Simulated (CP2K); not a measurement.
Consider naphthalene at its PBE geometry (Å).

```xyz
18

C     2.2795    1.1149   -0.0470
C     2.5214   -0.2783    0.0437
C     1.4669   -1.1677    0.0890
C     0.1228   -0.7068    0.0459
C    -0.9860   -1.5943    0.0907
C    -2.2795   -1.1149    0.0470
C    -2.5214    0.2783   -0.0437
C    -1.4669    1.1677   -0.0889
C    -0.1228    0.7068   -0.0460
C     0.9860    1.5943   -0.0907
H     3.1199    1.8081   -0.0816
H     3.5474   -0.6450    0.0774
H     1.6528   -2.2406    0.1586
H    -0.7964   -2.6668    0.1601
H    -3.1199   -1.8081    0.0816
H    -3.5474    0.6450   -0.0774
H    -1.6528    2.2406   -0.1587
H     0.7964    2.6668   -0.1601
```

Method: CP2K XAS_TDP, all-electron GAPW, PBEh(45%), aug-cc-pVDZ, TDA, no relativity.

**Question.** Predict the bright core excitations at the C K edge.

Leading lines: C1 281.28 eV, C3 281.00 eV and C4 281.85 eV. The leading line of an atom is its first one with 35 % of the strongest within 2.5 eV of its lowest line over the strength cut. 

The first six lines of each atom with a strength over 0.0015:

| atom | energy (eV) | states | strength, one atom |
| --- | --- | --- | --- |
| C1 (bonded to 2 C and H), 4 alike | 281.28 | 1 | 0.0482 |
|  | 283.11 | 1 | 0.0035 |
|  | 284.23 | 1 | 0.0110 |
|  | 285.36 | 1 | 0.0020 |
|  | 286.03 | 1 | 0.0038 |
|  | 286.67 | 1 | 0.0045 |
| C3 (bonded to 2 C and H), 4 alike | 281.00 | 1 | 0.0484 |
|  | 284.29 | 1 | 0.0120 |
|  | 284.44 | 1 | 0.0027 |
|  | 285.91 | 1 | 0.0021 |
|  | 285.95 | 1 | 0.0058 |
|  | 286.86 | 1 | 0.0024 |
| C4 (bonded to 3 C), 2 alike | 281.85 | 1 | 0.0530 |
|  | 284.02 | 1 | 0.0021 |
|  | 286.66 | 1 | 0.0023 |
|  | 287.54 | 2 | 0.0031 |
|  | 288.19 | 1 | 0.0025 |
|  | 288.21 | 1 | 0.0104 |

Lines are vertical, at one geometry, with no vibrational structure. Without a correction of the core level, line positions, and the gaps between valence and Rydberg lines, follow the share of exact exchange. At this level such K lines come out 3 to 6 eV under measured ones. These values hold no scalar relativity, about 0.1 eV for C 1s. Rydberg lines, and the discretised continuum above threshold, depend on the basis and the box.

[Banner, clock and machine lines of the logs are left out without a mark of their own.]

[Logs are printed without paths, hosts, clocks, repeated set-up lines and the standing remarks that a program may print on its own settings, such as how far it seeks lower states.]

[Hosts, paths, dates, database ids (printed as entryN), source tags and the programs' standing remarks are cut or masked in the printed files.]
